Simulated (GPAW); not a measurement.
# Screening of a field by 1T-FeBrI monolayer, part 2 of 2

Aim: the dipole that a field along the normal induces in 1T-FeBrI monolayer.

GPAW 26.7.0; GPAW, PAW setups; layer in a repeated cell with vacuum, relaxation of atoms and in-plane cell (the session's first sound run).

So far. Step 8 (Field on): The dipole is now 0.00884 e Å, against -0.028 in the run without a field. Step 9 (In a field): The dipole is now 0.0453 e Å, against -0.028 in the run without a field.

**10. In a field (continued)**

Table of electrostatic potential energy of an electron (without an applied field's), less the Fermi level, planar mean by z:

z (Å), electrostatic potential energy of an electron (without an applied field's), less the Fermi level, planar mean (eV) and a bar from the least value:
```
      0.0        5.1 #############################
      0.5        5.7 ##############################
      1.0        5.7 ##############################
      1.5        5.7 ##############################
      2.0        5.7 ##############################
      2.5        5.7 ##############################
      3.0        5.7 ##############################
      3.5        5.7 ##############################
      4.0        5.7 ##############################
      4.5        5.7 ##############################
      5.0        5.6 ##############################
      5.5        5.6 ##############################
      6.0        5.5 ##############################
      6.5        4.9 #############################
      7.0        2.5 ##########################
      7.5       -6.2 ##############
      8.0      -16.5 
      8.5       -7.6 ############
      9.0       -2.5 ###################
      9.5       -7.5 ############
     10.0       -6.0 ##############
     10.5       -4.4 ################
     11.0      -11.6 #######
     11.5       -5.4 ###############
     12.0        2.2 #########################
     12.5        4.1 ############################
     13.0        4.4 ############################
     13.5        4.5 ############################
     14.0        4.5 ############################
     14.5        4.5 ############################
     15.0        4.5 ############################
     15.5        4.5 ############################
     16.0        4.5 ############################
     16.5        4.5 ############################
     17.0        4.5 ############################
     17.5        4.5 ############################
     18.0        4.5 ############################
     18.5        4.5 ############################
```

The dipole is now 0.0819 e Å, against -0.028 in the run without a field.

**11. The series**

The members are put on one axis.

This step: induced dipole against applied field (GPAW 26.7.0).

Dipole along the normal against field:

```tsv
field (V/Å)	dipole along the normal (e·Å)
-0.200	-0.100
-0.100	-0.0641
-0.050	-0.0458
0.000	-0.0277
0.050	-0.00939
0.100	0.00884
0.200	0.0453
0.300	0.0819
```

**12. A changed run**

One more run, with changed settings.

This step: GPAW, PAW setups; slab in vacuum (GPAW 26.7.0).

File run.py:

```python
import json
import numpy as np
from ase import Atoms
from gpaw import GPAW, PW

slab = Atoms(
    ['I', 'Fe', 'Br'],
    positions=[
        [1.95089, 1.12635, 8.00000],
        [0.00000, -0.00000, 9.67422],
        [0.00000, 2.25268, 11.09562]],
    cell=[[3.90176, 0.0, 0.0], [-1.95089, 3.37903, 0.0], [0.0, 0.0, 19.0956]],
    pbc=[True, True, False],
    magmoms=[0.0, 4.0, 0.0])

slab.calc = GPAW(mode=PW(400), xc='PBE', kpts={'size': (9, 9, 1), 'gamma': True},
                 occupations={'name': 'fermi-dirac', 'width': 0.05}, nbands='160%',
                 convergence={'density': 1e-05}, maxiter=6,
                 poissonsolver={'dipolelayer': 'xy'},
                 symmetry={'tolerance': 1e-3}, txt='slab.txt')
result = {}
energy = slab.get_potential_energy()
fermi = slab.calc.get_fermi_level()
v = slab.calc.get_electrostatic_potential().mean((0, 1)) - fermi
n = slab.calc.get_pseudo_density().mean((0, 1))
L = slab.cell[2, 2]
z = np.arange(len(v)) * L / len(v)
low, high = slab.positions[:, 2].min(), slab.positions[:, 2].max()
below, above = np.interp([low - 5.8, high + 5.8], z, v)
slopes = [np.interp(x, z, np.gradient(v, z)) for x in (low - 5.8, high + 5.8)]
eps = np.array([[slab.calc.get_eigenvalues(k, s) for k in range(len(slab.calc.get_ibz_k_points()))]
                for s in range(slab.calc.get_number_of_spins())]) - fermi
top, bottom = eps[eps < 0].max(), eps[eps > 0].min()
dipole = slab.get_dipole_moment()[2]
print(f'energy {energy:.4f} eV, Fermi level {fermi:.4f} eV, dipole {dipole:.5f} e A')
print(f'potential 5.8 A off the faces, from the Fermi level: lower {below:.4f} eV, upper {above:.4f} eV')
print(f'slope of the potential there: lower {slopes[0]:.5f}, upper {slopes[1]:.5f} eV/A')
print(f'nearest levels on the mesh: {top:.4f} and {bottom:.4f} eV')
print('magnetic moment', round(slab.get_magnetic_moment(), 3))
result.update(energy=energy, fermi=fermi, dipole=dipole, below=below, above=above, slopes=slopes, edges=[top, bottom],
              z=z.tolist(), v=v.tolist(), n=n.tolist(), positions=slab.positions.tolist(),
              forces=slab.get_forces(apply_constraint=False).tolist(), moments=slab.get_magnetic_moments().tolist())
json.dump(result, open('result.json', 'w'))
```

The run is started by

```sh
OMP_NUM_THREADS=1 OPENBLAS_NUM_THREADS=1 python run.py
```

Run time: 20 s. Hardware: 1 thread of Arm Neoverse V2, shared host; peak memory 0.25 GiB.

The fault put into the input: too few SCF iterations (maxiter = 6).

**13. Results**

```yaml
work_function_upper_and_lower_face: 5.235 and 4.856 eV
dipole_along_the_normal: -0.0277 e Å
induced_dipole_per_field: 0.365 e Å per V/Å
out_of_plane_polarisability_per_area_alpha_eps_0_a: 5.00 Å
```

In words: The field induces 0.365 e Å per V/Å, a polarisable thickness α/(ε0 A) of 5.00 Å beside 3.10 Å between the outermost nuclei. A perfect conductor would give the distance between its two image planes; a dielectric of thickness t gives t(1 - 1/ε). The two faces differ by 0.38 eV, the step that the slab's dipole makes (e p/(ε0 A) gives 0.38 eV), so the dipole layer is needed. The induced dipole is linear in the field over this range. The starting lattice was a guess from atomic radii; the relaxation moved it by 9 %. The relaxation of atoms and cell ran in a fully periodic cell without the dipole layer, so the atoms of this polar layer felt a small spurious field. One magnetic start was tried; another order may lie lower. The layer's cell and atoms come from the relaxation; spin-orbit coupling and temperature are left out.

[Logs are printed without paths, hosts, clocks, repeated set-up lines and the standing remarks that a program may print on its own settings, such as how far it seeks lower states.]

[Hosts, paths, dates, database ids (printed as entryN), source tags and the programs' standing remarks are cut or masked in the printed files.]
